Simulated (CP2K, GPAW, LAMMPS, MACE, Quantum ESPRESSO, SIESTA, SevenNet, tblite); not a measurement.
# SIESTA runs on glassy B2O3 (90 atoms)

How do the settings of SIESTA change the result for glassy B2O3 (90 atoms)? A plane-wave run serves as the yardstick.

Method: the method is named at each step, in SIESTA 5.4.2.

### 1. The structure

The cell holds 90 atoms: 36 B and 54 O. Its edges and angles: a = 10.120 Å, b = 10.120 Å, c = 10.120 Å, α = 90.0°, β = 90.0°, γ = 90.0°. 90 atoms (36 B, 54 O) placed at random at 1.93 g/cm³, melted at 3000 K for 20 ps at fixed volume with the Buckingham and Coulomb pair potential of Guillot and Sator (Geochim. Cosmochim. Acta 71, 1249 (2007)) with the boron terms of Wang et al. (J. Non-Cryst. Solids 498, 294 (2018)). Quenched from 3000 K to 300 K at 50 K/ps and fixed volume, held 10 ps at zero pressure, then minimised at fixed cell.

The yardstick, on the same geometry:

```
method                                           : Kohn-Sham DFT, PBE, SSSP efficiency 1.3.0 pseudopotentials, plane waves (Quantum ESPRESSO 7.5); sssp-pbe-1.3.0-efficiency, cutoffs 60/480 Ry, Γ point
r.m.s. force component                           : 0.7075 eV/Å
longest force                                    : 3.16 eV/Å
pressure                                         : -10.14 GPa
gap (highest filled to lowest empty level) : 4.663 eV
time                                             : 72 s on 4 MPI ranks of Arm Neoverse V2, shared host
CPU time                                         : 4.8 min
```

### 2. PBE, DZP, shift 0.01 Ry, mesh 500 Ry

Method: Kohn-Sham DFT, PBE, PseudoDojo 0.4.1 norm-conserving pseudopotentials (converted to PSML), numerical atomic orbitals (DZP), diagonalisation.

The .psml files are PseudoDojo norm-conserving potentials that we converted to this format, checked against plane waves on the same files for H, C, O, Si, Ge and Ca alone.

Input file input.fdf:

```
SystemLabel cell
NumberOfAtoms 90
NumberOfSpecies 2
%block ChemicalSpeciesLabel
  1 5 B
  2 8 O
%endblock ChemicalSpeciesLabel
LatticeConstant 1.0 Ang
%block LatticeVectors
  10.11952 0.00000 0.00000
  0.00000 10.11952 0.00000
  0.00000 0.00000 10.11952
%endblock LatticeVectors
PAO.BasisSize DZP
PAO.EnergyShift 0.01 Ry
XC.Functional GGA
XC.Authors PBE
MeshCutoff 500 Ry
%block kgrid_Monkhorst_Pack
  1 0 0 0.0
  0 1 0 0.0
  0 0 1 0.0
%endblock kgrid_Monkhorst_Pack
SolutionMethod diagon
OccupationFunction FD
ElectronicTemperature 580 K
SCF.Mixer.Method Pulay
SCF.Mixer.Weight 0.15
SCF.Mixer.History 8
SCF.Mix Hamiltonian
MaxSCFIterations 300
SCF.DM.Tolerance 1e-04
SCF.H.Tolerance 1.0e-3 eV
WriteForces T
Write.HirshfeldPop T
Write.VoronoiPop T
Write.DM F
Write.H F
XML.Write F
AtomicCoordinatesFormat Fractional
%block AtomicCoordinatesAndAtomicSpecies
  0.87236 0.96008 0.19952 1
  0.95356 0.84166 0.42979 1
  0.29996 0.31808 0.47089 1
  0.77167 0.15131 0.84586 1
  0.72886 0.22253 0.27002 1
  0.58129 0.80465 0.59859 1
  0.39058 0.18061 0.86910 1
  0.96012 0.59744 0.33123 1
  0.37851 0.48428 0.13062 1
  0.02536 0.05582 0.99190 1
  0.94758 0.73246 0.85286 1
  0.68811 0.32854 0.03756 1
  0.26719 0.58879 0.44389 1
  0.40065 0.61969 0.90517 1
  0.97741 0.29246 0.20161 1
  0.71279 0.61687 0.46016 1
  0.55410 0.27055 0.67926 1
  0.94043 0.19503 0.63686 1
  0.19853 0.19346 0.69024 1
  0.74748 0.90491 0.78288 1
  0.00072 0.32492 0.95639 1
  0.65735 0.55658 0.91019 1
  0.60478 0.59204 0.22846 1
  0.04315 0.70814 0.10449 1
  0.21012 0.91014 0.85449 1
  0.72253 0.48583 0.67754 1
  0.24488 0.27765 0.23774 1
  0.33682 0.70387 0.66693 1
  0.56432 0.11197 0.45592 1
  0.03891 0.50588 0.75153 1
  0.42688 0.96186 0.99226 1
  0.98223 0.40913 0.50906 1
  0.35169 0.95682 0.40286 1
  0.25276 0.76988 0.24443 1
  0.15724 0.91340 0.58769 1
  0.63335 0.84604 0.13065 1
  0.10849 0.25828 0.22944 2
  0.42088 0.09948 0.97598 2
  0.62881 0.38548 0.66923 2
  0.73754 0.01861 0.86054 2
  0.48930 0.24589 0.79860 2
  0.25962 0.66343 0.55972 2
  0.73975 0.24798 0.93782 2
  0.25515 0.96225 0.50224 2
  0.83801 0.18144 0.72806 2
  0.06902 0.15198 0.66598 2
  0.54713 0.18172 0.57438 2
  0.97624 0.73237 0.98782 2
  0.29798 0.45499 0.45249 2
  0.74439 0.91997 0.16578 2
  0.66098 0.27666 0.16198 2
  0.98606 0.47482 0.38831 2
  0.68934 0.56401 0.33472 2
  0.32781 0.64347 0.79070 2
  0.64254 0.72972 0.49952 2
  0.86641 0.23715 0.26182 2
[... 30 atom lines left out ...]
  0.10647 0.96805 0.92438 2
  0.25561 0.65549 0.32361 2
  0.53930 0.62678 0.89645 2
  0.74123 0.54558 0.80053 2
%endblock AtomicCoordinatesAndAtomicSpecies
```

Run with:

```bash
$ OMP_NUM_THREADS=1 mpirun -np 2 siesta < input.fdf > output.txt
```

Log:

```text
Version         : 5.4.2
reinit: System Name:
reinit: System Label: cell
initatom: Reading input for the pseudopotentials and atomic orbitals ----------
Species number:   1 Atomic number:    5 Label: B
Species number:   2 Atomic number:    8 Label: O
Ground state valence configuration (from tables):   2s02  2p01  3d00  4f00
Ground state valence configuration (from tables):   2s02  2p04  3d00  4f00
---- Processing specs for species: B
GGA--PBE XC_GGA_X_PBE--XC_GGA_C_PBE pb
---- Processing specs for species: O
GGA--PBE XC_GGA_X_PBE--XC_GGA_C_PBE pb
B pseudopotential only contains V_ls up to l=1 -- lmxkb reset.
O pseudopotential only contains V_ls up to l=2 -- lmxkb reset.
Using PAO.SplitTailNorm
%block ChemicalSpeciesLabel
    1    5 B                       # Species index, atomic number, species label
    2    8 O                       # Species index, atomic number, species label
%endblock ChemicalSpeciesLabel
%block PAO.Basis                 # Define Basis set
B                     2                    # Species label, number of l-shells
 n=2   0   2                         # n, l, Nzeta
   5.254      3.670
   1.000      1.000
 n=2   1   2 P   1                   # n, l, Nzeta, Polarization, NzetaPol
   6.393      4.475
   1.000      1.000
O                     2                    # Species label, number of l-shells
 n=2   0   2                         # n, l, Nzeta
   3.532      2.299
   1.000      1.000
 n=2   1   2 P   1                   # n, l, Nzeta, Polarization, NzetaPol
   4.300      2.782
   1.000      1.000
%endblock PAO.Basis
coor:   Atomic-coordinates input format  =     Fractional
siesta: System type = bulk
initatomlists: Number of atoms, orbitals, and projectors:     90  1170   990
siesta: ******************** Simulation parameters ****************************
Total number of electrons:   432.000000
Total ionic charge:   432.000000
 Kpoints in:            1 . Kpoints trimmed:            1
siesta: k-grid: Number of k-points = 1
siesta: k-points from Monkhorst-Pack grid
siesta: k-cutoff (effective) =     5.060 Ang
siesta: k-point supercell and displacements
siesta: k-grid:     1     0     0      0.000
siesta: k-grid:     0     1     0      0.000
siesta: k-grid:     0     0     1      0.000
                     ====================================
                        Single-point calculation
                     ====================================
outcell: Unit cell vectors (Ang):
       10.119520    0.000000    0.000000
        0.000000   10.119520    0.000000
        0.000000    0.000000   10.119520
outcell: Cell vector modules (Ang)   :   10.119520   10.119520   10.119520
outcell: Cell angles (23,13,12) (deg):     90.0000     90.0000     90.0000
outcell: Cell volume (Ang**3)        :   1036.2863
Gamma-point calculation with multiply-connected orbital pairs
Gamma-point calculation with multiply-connected orbital pairs
Folding of H and S implicitly performed
Folding of H and S implicitly performed
new_DM -- step:     1
Initializing Density Matrix...
Attempting to read DM from file... Failed...
DM filled with atomic data:
InitMesh: MESH = 144 x 144 x 144 = 2985984
InitMesh: Mesh cutoff (required, used) =   500.000   559.638 Ry
stepf: Fermi-Dirac step function
        iscf     Eharris(eV)        E_KS(eV)     FreeEng(eV)     dDmax    Ef(eV) dHmax(eV)
   scf:    1   -27195.831597   -27206.890811   -27206.890811  1.710552 -3.701370  5.332391
   scf:    2   -27240.216821   -27224.834897   -27224.834897  0.029585 -6.458086  3.313936
   scf:    3   -27240.034194   -27236.171801   -27236.171801  0.044983 -4.341271  0.262939
   scf:    4   -27236.225534   -27236.221945   -27236.221945  0.009722 -4.361526  0.207085
   scf:    5   -27236.256939   -27236.242182   -27236.242182  0.001481 -4.345333  0.103568
   scf:    6   -27236.257892   -27236.251919   -27236.251919  0.005178 -4.330842  0.040945
   scf:    7   -27236.253845   -27236.253146   -27236.253146  0.001089 -4.331136  0.006728
   scf:    8   -27236.253125   -27236.253154   -27236.253154  0.000231 -4.329525  0.013091
   scf:    9   -27236.253266   -27236.253231   -27236.253231  0.000153 -4.329455  0.001688
   scf:   10   -27236.253236   -27236.253234   -27236.253234  0.000083 -4.329201  0.000454
SCF Convergence by DM+H criterion
max |DM_out - DM_in|         :     0.0000825579
max |H_out - H_in|      (eV) :     0.0004543167
SCF cycle converged after 10 iterations
Using DM_out to compute the final energy and forces
siesta: E_KS(eV) =           -27236.2532
siesta: E_KS - E_eggbox =    -27236.2532
siesta: Atomic forces (eV/Ang):
     1    0.033235   -1.453219   -0.449336
     2    1.207097   -0.136454   -1.726113
     3   -1.813666    0.377696   -0.195192
     4    0.110671   -0.555258   -0.013192
     5    0.128751    0.528419   -1.265039
     6    0.268204   -2.091256    1.081464
     7    0.140668   -1.376020   -2.168057
     8    1.202256    1.629931   -0.215488
     9    1.235585    0.391529   -0.136725
    10   -0.026734    0.397540    0.189396
    11   -0.005250   -0.819366    0.654276
    12    1.001260   -0.362753   -0.245128
[...]
86    0.106550   -0.439194    0.190400
    87   -0.044166   -0.114075    0.071924
    88   -0.025687   -0.836124   -0.161783
    89    0.955438    0.305926   -0.305419
    90    0.352619    0.365398   -0.099037
----------------------------------------
   Tot    0.010581    0.008531   -0.005900
----------------------------------------
   Max    2.464645
   Res    0.714774    sqrt( Sum f_i^2 / 3N )
----------------------------------------
   Max    2.464645    constrained
Stress tensor Voigt[x,y,z,yz,xz,xy] (kbar):       79.28       71.62      108.98      -17.89        8.00       14.06
(Free)E + p*V (eV/cell)   -27292.2833
Target enthalpy (eV/cell)   -27236.2532
siesta: Program's energy decomposition (eV):
siesta: Ebs     =     -6419.523704
siesta: Eions   =     41027.726742
siesta: Ena     =      6713.011452
siesta: Ekin    =     18444.034937
siesta: Enl     =     -3936.873475
siesta: DEna    =      -107.774282
siesta: DUscf   =        21.716100
siesta: Ex      =     -6836.598131
siesta: Ec      =      -506.043094
siesta: Exc     =     -7342.641225
siesta: Eharris =    -27236.253236
siesta: Etot    =    -27236.253234
siesta: FreeEng =    -27236.253234
siesta: Final energy (eV):
siesta:  Band Struct. =   -6419.523704
siesta:       Kinetic =   18444.034937
siesta:       Hartree =   10795.899179
siesta:         Exch. =   -6836.598131
siesta:         Corr. =    -506.043094
siesta:   Exch.-corr. =   -7342.641225
siesta:  Ion-electron =  -38170.188955
siesta:       Ion-ion =  -10963.357170
siesta:         Total =  -27236.253234
siesta:         Fermi =      -4.329201
siesta: Stress tensor (static) (eV/Ang**3):
siesta:     0.049484    0.008775    0.004993
siesta:     0.008775    0.044700   -0.011167
siesta:     0.004993   -0.011168    0.068021
siesta: Cell volume =       1036.286258 Ang**3
siesta: Pressure (static):
siesta:                Solid            Molecule  Units
siesta:          -0.00058888         -0.00051875  Ry/Bohr**3
siesta:          -0.05406814         -0.04762898  eV/Ang**3
siesta:         -86.62671622        -76.31003241  kBar
    Orbital volume contribution        =          32.408310 eV
    (Free)E + p_basis*V_orbitals       =      -27203.844923 eV
    (Free)Eharris+ p_basis*V_orbitals  =      -27203.844926 eV
Hirshfeld Atomic Populations:
Atom #   charge [q] valence [e]  Species
     1     0.236415    2.763585  B
     2     0.255518    2.744482  B
     3     0.243624    2.756376  B
     4     0.231417    2.768583  B
     5     0.244985    2.755015  B
     6     0.232125    2.767875  B
     7     0.256989    2.743011  B
     8     0.237322    2.762678  B
     9     0.242595    2.757405  B
    10     0.238138    2.761862  B
    11     0.237989    2.762011  B
    12     0.242707    2.757293  B
[...]
37    -0.164089    6.164089  O
    38    -0.171743    6.171743  O
    39    -0.170266    6.170266  O
    40    -0.161746    6.161746  O
    41    -0.158013    6.158013  O
    42    -0.169848    6.169848  O
    43    -0.157554    6.157554  O
    44    -0.173857    6.173857  O
    45    -0.158087    6.158087  O
    46    -0.161160    6.161160  O
    47    -0.165424    6.165424  O
    48    -0.153583    6.153583  O
[...]
--------------------
 Total    -0.000000
Voronoi Atomic Populations:
Atom #   charge [q] valence [e]  Species
[...]
32     0.289871    2.710129  B
    33     0.312156    2.687844  B
    34     0.304393    2.695607  B
    35     0.303574    2.696426  B
    36     0.321086    2.678914  B
[...]
86    -0.175747    6.175747  O
    87    -0.197439    6.197439  O
    88    -0.197907    6.197907  O
    89    -0.215870    6.215870  O
    90    -0.192529    6.192529  O
--------------------
 Total    -0.000000
```

Run time: 2.1 min. Hardware: 2 MPI ranks of Arm Neoverse V2, shared host; peak memory 2.1 GiB; 4.2 min of CPU time.

Banners, paths, timers and routine set-up lines are dropped from the logs unmarked, and long logs keep their key lines alone; longer cuts are marked.

Against the reference:

```
r.m.s. force component                           : 0.7148 eV/Å
r.m.s. difference of force components            : 73.86 meV/Å
longest difference of force vectors              : 250.2 meV/Å
force difference over r.m.s. force               : 10.44 %
slope of forces against the reference's          : 1.005
correlation of force components                  : 0.9947
gap (highest filled to lowest empty level) : 4.548 eV
gap difference                                   : -0.1153 eV
pressure                                         : -8.663 GPa
pressure difference                              : 1.475 GPa
```

Length of the force difference by element (eV/Å):

| element | atoms | mean | most |
| --- | --- | --- | --- |
| B | 36 | 0.082 | 0.15 |
| O | 54 | 0.14 | 0.25 |

Levels nearest the highest filled one (eV from it): -0.70, -0.69, -0.64, -0.50, -0.45, -0.39, -0.38, -0.37, -0.29, -0.23, -0.18, 0.00, 4.55, 4.63, 4.83, 4.96, 4.99, 5.12, 5.29, 5.39, 5.44, 5.58, 5.71, 5.74.

The surroundings of B22, which bears the longest force, nearest first, numbered as they follow in the input and with coordinates relative to it.

| atom | x | y | z | distance (Å) | bonds | Hirshfeld charge (e) | Fx | Fy | Fz (eV/Å) |
| --- | --- | --- | --- | --- | --- | --- | --- | --- | --- |
| B22 | 0.00 | 0.00 | 0.00 | 0.00 | 3 | 0.26 | -1.77 | -2.18 | -1.23 |
| O58 | 0.12 | -0.95 | 1.01 | 1.39 | 2 | -0.15 | -0.16 | 0.03 | 0.81 |
| O89 | -1.19 | 0.71 | -0.14 | 1.40 | 2 | -0.18 | 0.96 | 0.31 | -0.31 |
| O90 | 0.85 | -0.11 | -1.11 | 1.40 | 2 | -0.16 | 0.35 | 0.37 | -0.10 |
| B26 | 0.66 | -0.72 | -2.35 | 2.55 | 3 | 0.25 | -1.98 | 0.54 | 0.06 |
| B12 | 0.31 | -2.31 | 1.29 | 2.66 | 3 | 0.24 | 1.00 | -0.36 | -0.25 |
| B14 | -2.60 | 0.64 | -0.05 | 2.68 | 3 | 0.24 | 1.24 | -1.05 | 0.13 |
| O39 | -0.29 | -1.73 | -2.44 | 3.00 | 2 | -0.17 | -0.06 | -0.46 | -0.10 |
| O67 | -0.30 | 1.57 | 2.56 | 3.01 | 2 | -0.18 | 0.06 | 0.39 | -0.31 |

Forces lie 10 % from the reference's, at 0.88 times its CPU time (on 2 against 4 cores).

### 3. PBE, DZP, shift 0.01 Ry, mesh 150 Ry

Method: Kohn-Sham DFT, PBE, PseudoDojo 0.4.1 norm-conserving pseudopotentials (converted to PSML), numerical atomic orbitals (DZP), diagonalisation.

Changes to input.fdf since step 2:

```diff
@@ -17,3 +17,3 @@
 XC.Authors PBE
-MeshCutoff 500 Ry
+MeshCutoff 150 Ry
 %block kgrid_Monkhorst_Pack
```

Log:

```text
Version         : 5.4.2
reinit: System Name:
reinit: System Label: cell
initatom: Reading input for the pseudopotentials and atomic orbitals ----------
Species number:   1 Atomic number:    5 Label: B
Species number:   2 Atomic number:    8 Label: O
Ground state valence configuration (from tables):   2s02  2p01  3d00  4f00
[... lines left out ...]
        iscf     Eharris(eV)        E_KS(eV)     FreeEng(eV)     dDmax    Ef(eV) dHmax(eV)
[... lines left out ...]
SCF Convergence by DM+H criterion
[... lines left out ...]
SCF cycle converged after 10 iterations
[... lines left out ...]
   Max    2.465299
[... lines left out ...]
   Max    2.465299    constrained
Stress tensor Voigt[x,y,z,yz,xz,xy] (kbar):       79.60       72.05      109.47      -17.83        7.99       14.03
[... lines left out ...]
siesta: FreeEng =    -27235.911234
[... lines left out ...]
siesta:         Fermi =      -4.328664
[... lines left out ...]
siesta:          -0.05432692         -0.04828639  eV/Ang**3
siesta:         -87.04132811        -77.36331831  kBar
    Orbital volume contribution        =          32.408310 eV
    (Free)E + p_basis*V_orbitals       =      -27203.502924 eV
    (Free)Eharris+ p_basis*V_orbitals  =      -27203.502926 eV
Hirshfeld Atomic Populations:
Atom #   charge [q] valence [e]  Species
     1     0.236433    2.763567  B
     2     0.255536    2.744464  B
     3     0.243632    2.756368  B
[...]
37    -0.164083    6.164083  O
    38    -0.171784    6.171784  O
    39    -0.170268    6.170268  O
[...]
--------------------
 Total     0.000014
Voronoi Atomic Populations:
Atom #   charge [q] valence [e]  Species
[...]
35     0.303813    2.696187  B
    36     0.321481    2.678519  B
[...]
89    -0.218914    6.218914  O
    90    -0.192728    6.192728  O
--------------------
 Total     0.000015
```

The job ended after 30 s (2 MPI ranks; peak memory 0.8 GiB).

Compared with the plane-wave run:

| Quantity | Value |
| --- | --- |
| r.m.s. force component | 0.7147 eV/Å |
| r.m.s. difference of force components | 76.35 meV/Å |
| longest difference of force vectors | 247.3 meV/Å |
| force difference over r.m.s. force | 10.79 % |
| slope of forces against the reference's | 1.004 |
| correlation of force components | 0.9943 |
| gap (highest filled to lowest empty level) | 4.548 eV |
| gap difference | -0.1147 eV |
| pressure | -8.704 GPa |
| pressure difference | 1.434 GPa |
| energy less the same-level run's | 3.8 meV/atom |
| r.m.s. force difference from the same-level run | 25.64 meV/Å |

This is a coarse setting, run to see what it loses.

Against the first run (10 %), the force difference from the reference is 11 %, at 0.23 times the CPU time.

[end of part 1 of 2]

[Also dropped from logs without a mark: logging warnings of Python, and SIESTA's first energy breakdown and zero terms.]

[Logs are printed without paths, hosts, clocks, repeated set-up lines and the standing remarks that a program may print on its own settings, such as how far it seeks lower states.]

[Hosts, paths, dates, database ids (printed as entryN), source tags and the programs' standing remarks are cut or masked in the printed files.]
